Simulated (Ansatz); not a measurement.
## K on Mo(100): change of the work function

Wanted: Δφ(θ) for K/Mo(100), starting from the hollow site.

Program: Ansatz 0.2.0. Level of theory: plane-wave DFT, PBE, Ansatz PAW. Results are calculated unless marked as measured.

### 1. The structure

The cell holds 4 atoms: 4 Mo. Cell: a = 3.150 Å, b = 3.150 Å, c = 22.725 Å, α = 90.0°, β = 90.0°, γ = 90.0°. Vacuum lies along c.

### 2. The clean slab

The bare slab comes first, as the zero from which every change is counted. The two lowest layers are held at bulk places and the upper ones relax. The dipole correction removes the false field that a one-sided slab makes across the periodic vacuum, so each face gets a flat vacuum level of its own.

input.yaml

```yaml
crystal:
  lattice:
    - [3.15, 0.0, 0.0]
    - [0.0, 3.15, 0.0]
    - [0.0, 0.0, 22.725]
  atoms:
    - { symbol: Mo, position: [0.5, 0.5, 0.396039604] }
    - { symbol: Mo, position: [0.0, 0.0, 0.4653465347] }
    - { symbol: Mo, position: [0.5, 0.5, 0.5346534653] }
    - { symbol: Mo, position: [0.0, 0.0, 0.603960396] }
kpoints:
  mp_grid: { grid: [12, 12, 1] }
hamiltonian:
  xc: pbe
scf:
  occupations: { method: fermi_dirac, width: 0.1 }
  convergence: { dr2_threshold: 1.0e-08 }
efield:
  axis: 3
  dipole_correction: true
  ramp_position: 0.97
  ramp_width: 0.06
relax:
  f_tol: 0.02
  max_steps: 60
  constraints: [{ sites: [0, 1] }]
output:
  write_potential: true
  write_density: true
  volumetric_format: npy
```

The run is started by

```console
$ ansatz run input.yaml --threads 4 --pin off --max-ram 16384MiB --backend cpu --events-out ev --progress --plain --runs-dir out
```

Numbers of over 12 decimals in the logs are rounded to 6 here.

The program printed:

```text
Engine: ansatz 0.2.0, aarch64-unknown-linux-gnu
Pseudopotentials: kind: paw
Pseudopotential: Mo, paw, valence charge 14, recommended cutoff 420 eV (normal), Mo.paw.azcp
Functional definition: PBE
  parameter kappa = 0.804
  parameter beta = 0.066725
  exchange = pbe_x(kappa = kappa, mu = beta*pi^2/3)
  correlation = pbe_c(beta = beta)
Crystal: 4 atoms, lattice volume = 225.489 Å³
Basis set: ecut = 420 eV, 4451 PW (Γ), exchange–correlation on 48×48×320 points (8 copies of the dense FFT grid, shifted against one another)
Bands: 34, of which v1, the nominal top of the filled ones, is band 28 counted from 1 (27 counted from 0)
Symmetry: 8 space group operations
k-points: 28 of 144
Non-local potential: Mo, projectors of the file, l = 0: 3, l = 1: 2, l = 2: 2, l = 3: 1
PAW form: soft (Blöchl's): semilocal exchange-correlation on the pseudo side does not see the compensation charge
PAW one-centre angular grid: Mo, 590 points (default); XC on 64 Gauss nodes
Initial density: superposition of atomic densities (neutral atoms: chi_scale 0, normalization atom), corrected by the library's trained network
Initial wavefunctions: pseudopotential atomic-orbital guess
Functional: x = pbe(κ = 0.804, μ = 0.219515), c = pbe(β = 0.066725)
SCF iter   1: F=—  HF=-19819.857183 eV  |F-HF|=—  |Δ(HF+E_count)|=         —  Δρ=6.46e-3  dr2=1.68e-1  ethr=1.77e-3  p=0.000 e·Å  D=5.31e-14 V/Å  ΔV_dip=-0.00 eV  dr2_dipole=4.23e-8  V_vac-E_F(+/−)=4.13/4.13 eV  ⟨swp⟩=7.9  Hψ=4534  notcnv=0
efield: sawtooth ramp at fractional position 0.9700 (set: `efield.ramp_position`, or a place that a band, a saddle search or an elastic batch's reference lends), width 0.0600; the density the first Hamiltonian is built on has a dipole p = 0.000 e·Å; the dipole correction subtracts the counter field D = 5.31e-14 V/Å, which shifts the + side's vacuum level by -0.00 eV against the − side's; the planar-averaged density in the ramp window peaks in size at 6.3e-6 e/Å³
preconditioner: auto → LDOS  [metal: Δε(μ)=0.004 eV  Ē_g=3.404 eV  σ=0.100 eV  W_gap=0.01  n_scr=42 (ndim 8)  ℏωp=12.1 eV  f_vac=0.620  D(μ)=5.04/eV (n_scr^D=18)  β→1.0]
SCF iter   2: F=—  HF=-19819.835507 eV  |F-HF|=—  |Δ(HF+E_count)|=   2.17e-2  Δρ=3.81e-3  dr2=6.65e-2  ethr=2.99e-4  p=-0.000 e·Å  D=-4.00e-6 V/Å  ΔV_dip=0.00 eV  dr2_dipole=5.03e-8  V_vac-E_F(+/−)=3.88/3.88 eV  ⟨swp⟩=2.1  Hψ=1706  notcnv=0
SCF iter   3: F=—  HF=-19819.832402 eV  |F-HF|=—  |Δ(HF+E_count)|=   3.10e-3  Δρ=9.68e-4  dr2=4.70e-3  ethr=1.19e-4  p=0.000 e·Å  D=4.44e-7 V/Å  ΔV_dip=-0.00 eV  dr2_dipole=8.26e-9  V_vac-E_F(+/−)=3.92/3.92 eV  ⟨swp⟩=2.0  Hψ=1362  notcnv=0
SCF iter   4: F=—  HF=-19819.832390 eV  |F-HF|=—  |Δ(HF+E_count)|=   1.28e-5  Δρ=2.83e-4  dr2=4.47e-4  ethr=8.39e-6  p=0.000 e·Å  D=1.14e-6 V/Å  ΔV_dip=-0.00 eV  dr2_dipole=1.89e-12  V_vac-E_F(+/−)=3.88/3.88 eV  ⟨swp⟩=2.2  Hψ=1282  notcnv=0
SCF iter   5: F=—  HF=-19819.832356 eV  |F-HF|=—  |Δ(HF+E_count)|=   3.39e-5  Δρ=7.75e-5  dr2=1.80e-5  ethr=7.98e-7  p=0.000 e·Å  D=1.07e-6 V/Å  ΔV_dip=-0.00 eV  dr2_dipole=2.30e-11  V_vac-E_F(+/−)=3.87/3.87 eV  ⟨swp⟩=2.6  Hψ=1580  notcnv=0
SCF iter   6: F=—  HF=-19819.832363 eV  |F-HF|=—  |Δ(HF+E_count)|=   7.48e-6  Δρ=2.58e-5  dr2=3.87e-6  ethr=3.22e-8  p=0.000 e·Å  D=6.49e-7 V/Å  ΔV_dip=-0.00 eV  dr2_dipole=3.10e-11  V_vac-E_F(+/−)=3.87/3.87 eV  ⟨swp⟩=2.8  Hψ=1817  notcnv=0
SCF iter   7: F=—  HF=-19819.832426 eV  |F-HF|=—  |Δ(HF+E_count)|=   6.27e-5  Δρ=7.78e-6  dr2=1.65e-7  ethr=6.91e-9  p=0.000 e·Å  D=3.86e-7 V/Å  ΔV_dip=-0.00 eV  dr2_dipole=2.72e-12  V_vac-E_F(+/−)=3.87/3.87 eV  ⟨swp⟩=2.1  Hψ=1328  notcnv=0
SCF iter   8: F=—  HF=-19819.832426 eV  |F-HF|=—  |Δ(HF+E_count)|=   2.54e-7  Δρ=2.79e-6  dr2=1.63e-8  ethr=2.94e-10  p=0.000 e·Å  D=2.09e-7 V/Å  ΔV_dip=-0.00 eV  dr2_dipole=4.63e-13  V_vac-E_F(+/−)=3.87/3.87 eV  ⟨swp⟩=2.8  Hψ=1941  notcnv=0
SCF iter   9: F=-19819.832426 eV  HF=-19819.832426 eV  |F-HF|=1.78e-9  |Δ(HF+E_count)|=   7.14e-8  Δρ=7.77e-7  dr2=2.00e-9  ethr=1.79e-11  p=0.000 e·Å  D=7.87e-8 V/Å  ΔV_dip=-0.00 eV  dr2_dipole=1.30e-14  V_vac-E_F(+/−)=3.87/3.87 eV  ⟨swp⟩=10.3  Hψ=6762  notcnv=0
SCF 1 converged in 9 iterations: F = -19819.832426 eV  dr2 = 2.00e-9
  greatest PAW one-centre occupation: 0.998 electrons in one spin orbital (limit 2), on the Mo atom at site 3 (counted from 0), in its partial waves of l = 0
relax step   1: F+E_penalty+E_count = -19819.83242618 eV  Δ(F+E_penalty+E_count) = +0.000e0 eV  max|allowed force component| = 1.563e0 eV/Å  Δτ_max = 0.0000 Å  (9 SCF iters, accepted)
Initial density: handed on by an earlier stage of this run
Initial wavefunctions: those handed on with the density
iter 1 solved again at ethr=1.37e-3 eV; its pass at ethr=3.10e-3 eV (dr2=7.67e-1 eV) is discarded
SCF iter   1: F=—  HF=-19819.972387 eV  |F-HF|=—  |Δ(HF+E_count)|=         —  Δρ=1.17e-2  dr2=8.97e-1  ethr=1.37e-3  p=0.000 e·Å  D=2.00e-6 V/Å  ΔV_dip=-0.00 eV  dr2_dipole=1.48e-1  V_vac-E_F(+/−)=3.95/3.95 eV  ⟨swp⟩=1.7  Hψ=3994  notcnv=0
efield: sawtooth ramp at fractional position 0.9700 (set: `efield.ramp_position`, or a place that a band, a saddle search or an elastic batch's reference lends), width 0.0600; the density the first Hamiltonian is built on has a dipole p = 0.000 e·Å; the dipole correction subtracts the counter field D = 2.00e-6 V/Å, which shifts the + side's vacuum level by -0.00 eV against the − side's; the planar-averaged density in the ramp window peaks in size at 3.6e-6 e/Å³
preconditioner: auto → LDOS  [metal: Δε(μ)=0.032 eV  Ē_g=3.589 eV  σ=0.100 eV  W_gap=0.08  n_scr=42 (ndim 8)  ℏωp=12.1 eV  f_vac=0.627  D(μ)=4.75/eV (n_scr^D=14)  β→1.0]
SCF iter   2: F=—  HF=-19819.959709 eV  |F-HF|=—  |Δ(HF+E_count)|=   1.27e-2  Δρ=6.99e-3  dr2=2.69e-1  ethr=1.37e-3  p=0.002 e·Å  D=1.33e-3 V/Å  ΔV_dip=-0.03 eV  dr2_dipole=5.55e-5  V_vac-E_F(+/−)=3.83/3.86 eV  ⟨swp⟩=2.6  Hψ=1633  notcnv=0
SCF iter   3: F=—  HF=-19819.938875 eV  |F-HF|=—  |Δ(HF+E_count)|=   2.08e-2  Δρ=3.48e-3  dr2=6.96e-2  ethr=4.81e-4  p=-0.001 e·Å  D=-5.15e-4 V/Å  ΔV_dip=0.01 eV  dr2_dipole=7.95e-4  V_vac-E_F(+/−)=3.89/3.88 eV  ⟨swp⟩=2.3  Hψ=1716  notcnv=0
SCF iter   4: F=—  HF=-19819.932358 eV  |F-HF|=—  |Δ(HF+E_count)|=   6.52e-3  Δρ=5.12e-4  dr2=1.23e-3  ethr=1.24e-4  p=-0.001 e·Å  D=-4.45e-4 V/Å  ΔV_dip=0.01 eV  dr2_dipole=5.08e-6  V_vac-E_F(+/−)=3.88/3.87 eV  ⟨swp⟩=2.0  Hψ=1281  notcnv=0
SCF iter   5: F=—  HF=-19819.932189 eV  |F-HF|=—  |Δ(HF+E_count)|=   1.69e-4  Δρ=2.46e-4  dr2=3.81e-4  ethr=2.19e-6  p=-0.000 e·Å  D=-3.42e-4 V/Å  ΔV_dip=0.01 eV  dr2_dipole=1.77e-5  V_vac-E_F(+/−)=3.88/3.87 eV  ⟨swp⟩=2.1  Hψ=1355  notcnv=0
[...]
SCF iter   4: F=—  HF=-19819.995783 eV  |F-HF|=—  |Δ(HF+E_count)|=   8.35e-4  Δρ=1.70e-4  dr2=7.94e-5  ethr=1.71e-5  p=0.002 e·Å  D=1.50e-3 V/Å  ΔV_dip=-0.03 eV  dr2_dipole=3.57e-8  V_vac-E_F(+/−)=3.83/3.87 eV  ⟨swp⟩=2.1  Hψ=1234  notcnv=0
SCF iter   5: F=—  HF=-19819.995790 eV  |F-HF|=—  |Δ(HF+E_count)|=   7.81e-6  Δρ=6.33e-5  dr2=2.25e-5  ethr=1.42e-7  p=0.002 e·Å  D=1.35e-3 V/Å  ΔV_dip=-0.03 eV  dr2_dipole=2.56e-6  V_vac-E_F(+/−)=3.83/3.86 eV  ⟨swp⟩=2.6  Hψ=1573  notcnv=0
SCF iter   6: F=—  HF=-19819.995792 eV  |F-HF|=—  |Δ(HF+E_count)|=   1.58e-6  Δρ=2.10e-5  dr2=1.94e-6  ethr=4.01e-8  p=0.002 e·Å  D=1.32e-3 V/Å  ΔV_dip=-0.03 eV  dr2_dipole=1.27e-7  V_vac-E_F(+/−)=3.83/3.86 eV  ⟨swp⟩=2.1  Hψ=1228  notcnv=0
SCF iter   7: F=—  HF=-19819.995852 eV  |F-HF|=—  |Δ(HF+E_count)|=   6.03e-5  Δρ=5.32e-6  dr2=1.22e-7  ethr=3.46e-9  p=0.002 e·Å  D=1.32e-3 V/Å  ΔV_dip=-0.03 eV  dr2_dipole=4.36e-9  V_vac-E_F(+/−)=3.83/3.86 eV  ⟨swp⟩=2.4  Hψ=1589  notcnv=0
SCF iter   8: F=—  HF=-19819.995852 eV  |F-HF|=—  |Δ(HF+E_count)|=   1.00e-7  Δρ=1.60e-6  dr2=1.75e-8  ethr=2.18e-10  p=0.002 e·Å  D=1.31e-3 V/Å  ΔV_dip=-0.03 eV  dr2_dipole=3.63e-9  V_vac-E_F(+/−)=3.83/3.86 eV  ⟨swp⟩=2.8  Hψ=1764  notcnv=0
SCF iter   9: F=-19819.995852 eV  HF=-19819.995852 eV  |F-HF|=9.71e-10  |Δ(HF+E_count)|=   8.04e-9  Δρ=5.20e-7  dr2=1.68e-9  ethr=1.79e-11  p=0.002 e·Å  D=1.32e-3 V/Å  ΔV_dip=-0.03 eV  dr2_dipole=8.97e-13  V_vac-E_F(+/−)=3.83/3.86 eV  ⟨swp⟩=9.5  Hψ=6427  notcnv=0
SCF 3 converged in 9 iterations: F = -19819.995852 eV  dr2 = 1.68e-9
relax step   3: F+E_penalty+E_count = -19819.99585247 eV  Δ(F+E_penalty+E_count) = -6.360e-2 eV  max|allowed force component| = 3.074e-2 eV/Å  Δτ_max = 0.0603 Å  (9 SCF iters, accepted)
SCF iter   1: F=—  HF=-19819.996165 eV  |F-HF|=—  |Δ(HF+E_count)|=         —  Δρ=8.57e-4  dr2=8.98e-3  ethr=9.06e-5  p=0.002 e·Å  D=1.32e-3 V/Å  ΔV_dip=-0.03 eV  dr2_dipole=1.81e-3  V_vac-E_F(+/−)=3.83/3.86 eV  ⟨swp⟩=1.9  Hψ=1536  notcnv=0
efield: sawtooth ramp at fractional position 0.9700 (set: `efield.ramp_position`, or a place that a band, a saddle search or an elastic batch's reference lends), width 0.0600; the density the first Hamiltonian is built on has a dipole p = 0.002 e·Å; the dipole correction subtracts the counter field D = 1.32e-3 V/Å, which shifts the + side's vacuum level by -0.03 eV against the − side's; the planar-averaged density in the ramp window peaks in size at 1.1e-6 e/Å³
preconditioner: auto → LDOS  [metal: Δε(μ)=0.033 eV  Ē_g=3.506 eV  σ=0.100 eV  W_gap=0.08  n_scr=42 (ndim 8)  ℏωp=12.1 eV  f_vac=0.625  D(μ)=4.83/eV (n_scr^D=14)  β→1.0]
SCF iter   2: F=—  HF=-19819.996021 eV  |F-HF|=—  |Δ(HF+E_count)|=   1.44e-4  Δρ=5.39e-4  dr2=2.47e-3  ethr=1.60e-5  p=0.001 e·Å  D=1.04e-3 V/Å  ΔV_dip=-0.02 eV  dr2_dipole=2.34e-5  V_vac-E_F(+/−)=3.84/3.86 eV  ⟨swp⟩=1.2  Hψ=1182  notcnv=0
SCF iter   3: F=—  HF=-19819.995899 eV  |F-HF|=—  |Δ(HF+E_count)|=   1.22e-4  Δρ=2.39e-4  dr2=4.91e-4  ethr=4.40e-6  p=0.002 e·Å  D=1.20e-3 V/Å  ΔV_dip=-0.03 eV  dr2_dipole=2.95e-5  V_vac-E_F(+/−)=3.83/3.86 eV  ⟨swp⟩=2.0  Hψ=1265  notcnv=0
SCF iter   4: F=—  HF=-19819.995857 eV  |F-HF|=—  |Δ(HF+E_count)|=   4.24e-5  Δρ=3.09e-5  dr2=3.13e-6  ethr=8.78e-7  p=0.002 e·Å  D=1.22e-3 V/Å  ΔV_dip=-0.03 eV  dr2_dipole=6.45e-9  V_vac-E_F(+/−)=3.83/3.86 eV  ⟨swp⟩=2.3  Hψ=1244  notcnv=0
SCF iter   5: F=—  HF=-19819.995925 eV  |F-HF|=—  |Δ(HF+E_count)|=   6.88e-5  Δρ=1.41e-5  dr2=1.17e-6  ethr=5.58e-9  p=0.002 e·Å  D=1.24e-3 V/Å  ΔV_dip=-0.03 eV  dr2_dipole=4.04e-8  V_vac-E_F(+/−)=3.83/3.86 eV  ⟨swp⟩=3.4  Hψ=1792  notcnv=0
SCF iter   6: F=—  HF=-19819.995926 eV  |F-HF|=—  |Δ(HF+E_count)|=   2.80e-7  Δρ=5.13e-6  dr2=1.86e-7  ethr=2.09e-9  p=0.002 e·Å  D=1.28e-3 V/Å  ΔV_dip=-0.03 eV  dr2_dipole=5.71e-10  V_vac-E_F(+/−)=3.83/3.86 eV  ⟨swp⟩=2.1  Hψ=1172  notcnv=0
SCF iter   7: F=—  HF=-19819.995926 eV  |F-HF|=—  |Δ(HF+E_count)|=   5.30e-8  Δρ=1.57e-6  dr2=1.27e-8  ethr=3.32e-10  p=0.002 e·Å  D=1.30e-3 V/Å  ΔV_dip=-0.03 eV  dr2_dipole=2.23e-9  V_vac-E_F(+/−)=3.83/3.86 eV  ⟨swp⟩=2.1  Hψ=1377  notcnv=0
SCF iter   8: F=-19819.995926 eV  HF=-19819.995926 eV  |F-HF|=1.34e-9  |Δ(HF+E_count)|=   1.53e-8  Δρ=7.40e-7  dr2=3.55e-9  ethr=1.79e-11  p=0.002 e·Å  D=1.31e-3 V/Å  ΔV_dip=-0.03 eV  dr2_dipole=4.23e-10  V_vac-E_F(+/−)=3.83/3.86 eV  ⟨swp⟩=9.5  Hψ=6468  notcnv=0
SCF 4 converged in 8 iterations: F = -19819.995926 eV  dr2 = 3.55e-9
relax step   4: F+E_penalty+E_count = -19819.99592565 eV  Δ(F+E_penalty+E_count) = -7.318e-5 eV  max|allowed force component| = 1.546e-2 eV/Å  Δτ_max = 0.0082 Å  (8 SCF iters, accepted)
NSCF: frozen V_eff on 28 k-points
the band table was solved once a step of the walk had ended and its energy, with any forces and stress, was formed, with the checks that follow a solve (4367 applications of the Hamiltonian). They found nothing against the state; the energy, forces and stress were not computed again (output.eigenvalues in the input reference)
WARN: The output density's exchange-correlation potential varies sharply where the density is thin. Do not read a vacuum level from v_tot or v_xc, or from such a field of the output density. On a cell that repeats whose density bears no net charge and no dipole along the vacuum's axis use v_es (v_loc + v_h of the components); under efield.dipole_correction with no amplitude use v_es + v_field, which holds any externa [...]
SCF converged after 8 iterations
Free energy (F): -19819.995926 eV
Harris-Foulkes:  -19819.995926 eV  (|F-HF|=1.34e-9)
Internal energy: -19819.831584 eV  (E = F + TS)
E sigma→0 (E₀):  -19819.913755 eV
Entropy (-TS):   -0.164342 eV (-41.086 meV/atom)
Fermi energy:    3.091665 eV
Dipole field:    D = 0.001336 V/Å  (p = 0.001665 e·Å, saw-weighted, corrected)
Work function:   Φ+ = 3.8304 eV   Φ− = 3.8607 eV
Levels:          The Fermi level and band energies are counted from a zero that moves with the ramp; work functions are not
--- Per-component energies (eV) ---
  E_band       = -1200.370314
  E_kinetic    = 1757.431237
  E_local      = -61048.384503  (includes V_loc(G=0)·N_el)
  E_nonlocal   = 576.034451
  E_hartree    = 29500.156884
  E_xc         = -728.348904
  E_vxc        = -908.366798  (∫ρ·V_xc dr)
  E_paw        = -12806.173053  (= ΣΔE_a)
  E_vpaw       = -577.392229  (= ΣTr[D̂ρ^β])
  E_aug_tail   = 0.000173  (compensation charges beyond the density's cutoff)
  E_efield     = 0.000001  (sawtooth field / dipole correction)
  E_vefield    = 0.001109  (∫n·V_field dr)
  E_ewald      = 22929.452132
  E_smearing   = -0.164342  (= −TS)
  E_closure    = -0.000000  (closes the sum)
  Σ components = -19819.995926   (vs F -19819.995926, Δ=0.00e0)
--- Forces (eV/Å), atoms counted from 1 ---
  atom   1  Mo     0.00000000     0.00000000     1.65152032
  atom   2  Mo    -0.00000000    -0.00000000    -1.62582730
  atom   3  Mo    -0.00000000     0.00000000    -0.01546452
  atom   4  Mo    -0.00000000    -0.00000000    -0.01025982
  max |Σ_I F_I| component: 3.13e-5 eV/Å
--- Band table (eV; the first three rows and the last of 28) ---
  k-point 0: bands = [... 24 lower, 2.2590, 2.3854, 2.7744, 2.7744, 2.9609, 3.1738, 3.5683, 4.0581, ... 2 higher]
  k-point 1: bands = [... 24 lower, 2.1366, 2.5640, 2.6745, 2.8675, 3.0661, 3.2840, 3.3118, 4.2016, ... 2 higher]
  k-point 2: bands = [... 24 lower, 1.7856, 2.4339, 2.6427, 2.8755, 3.0846, 3.3152, 3.7837, 4.2707, ... 2 higher]
  k-point 27: bands = [... 24 lower, 2.0985, 2.0985, 4.6522, 4.7294, 4.7294, 4.7682, 5.2975, 5.5297, ... 2 higher]
--- Relaxed structure (4 steps of the walk, 4 accepted, 0 SCFs on fresh bases) ---
  F+E_penalty+E_count = -19819.99592565 eV   max|allowed force component| = 1.546e-2 eV/Å
  atoms:
    - { symbol: Mo, position: [0.500000, 0.500000, 0.396039604] }
    - { symbol: Mo, position: [0.0, 0.0, 0.4653465347] }
    - { symbol: Mo, position: [0.500000, 0.500000, 0.537601] }
    - { symbol: Mo, position: [-7.781659398498363e-18, 0, 0.598409] }
```

Elapsed: 20 s, on 4 threads of Arm Neoverse V1, shared host; peak memory 0.56 GiB; 74 s of CPU time.

Relaxation path:

```
step  energy less that of the first step (eV)  largest force component (eV/Å)
   1                                   0.0000                          1.5631
   2                                  -0.0998                          1.2124
   3                                  -0.1634                          0.0307
   4                                  -0.1635                          0.0155
```

Forces are held to the 8 operations that the run works with; a distortion that breaks them can't arise in this run.

The atoms that moved most (Å):

```
atom     dx     dy      dz  length
 Mo4  0.000  0.000  -0.126   0.126
 Mo3  0.000  0.000   0.067   0.067
```

The relaxed structure:

```xyz
4
Lattice="3.1500 0.0000 0.0000 0.0000 3.1500 0.0000 0.0000 0.0000 22.7250" Properties=species:S:1:pos:R:3
Mo    1.5750    1.5750    9.0000
Mo    0.0000    0.0000   10.5750
Mo    1.5750    1.5750   12.2170
Mo    0.0000    0.0000   13.5988
```

This step gave:

- energy at zero smearing: -19819.9138 eV
- work function, upper face: 3.830 eV
- work function, lower face: 3.861 eV
- dipole along the normal: 0.001665 e·Å
- step between the vacuum levels: -0.03036 eV

Running mean over 1.575 Å of the planar mean; the ramp of the sawtooth is left out. Electron's electrostatic potential energy less the Fermi level against z:

```
z (Å)  electron's electrostatic potential energy less the Fermi level (eV)
  3.0                                                                 3.86
  3.5                                                                 3.86
  4.0                                                                 3.86
  4.5                                                                 3.86
  5.0                                                                 3.85
  5.5                                                                 3.83
  6.0                                                                 3.78
  6.5                                                                 3.62
  7.0                                                                 3.14
  7.5                                                                 1.63
  8.0                                                                -2.54
  8.5                                                                -8.12
  9.0                                                                -11.4
  9.5                                                                -12.1
 10.0                                                                -12.3
 10.5                                                                -12.3
 11.0                                                                -12.1
 11.5                                                                -12.0
 12.0                                                                -12.7
 12.5                                                                -14.0
 13.0                                                                -14.4
 13.5                                                                -12.9
 14.0                                                                -9.24
 14.5                                                                -3.63
 15.0                                                                 1.07
 15.5                                                                 2.98
 16.0                                                                 3.54
 16.5                                                                 3.73
 17.0                                                                 3.80
 17.5                                                                 3.82
 18.0                                                                 3.83
 18.5                                                                 3.83
 19.0                                                                 3.83
 19.5                                                                 3.83
```

The relaxation took 4 steps and lowered the energy by 0.16 eV; the largest force on the free atoms ends at 0.015 eV/Å.

The work function of the upper face is 3.83 eV.

[end of part 1 of 4]

[Logs are printed without paths, hosts, clocks, repeated set-up lines and the standing remarks that a program may print on its own settings, such as how far it seeks lower states.]

[Hosts, paths, dates, database ids (printed as entryN), source tags and the programs' standing remarks are cut or masked in the printed files.]

[Maps of the electrostatic potential energy from Ansatz leave out the sawtooth potential of an applied field or a dipole correction, so their vacuum need not be flat; planar profiles and work functions include it.]
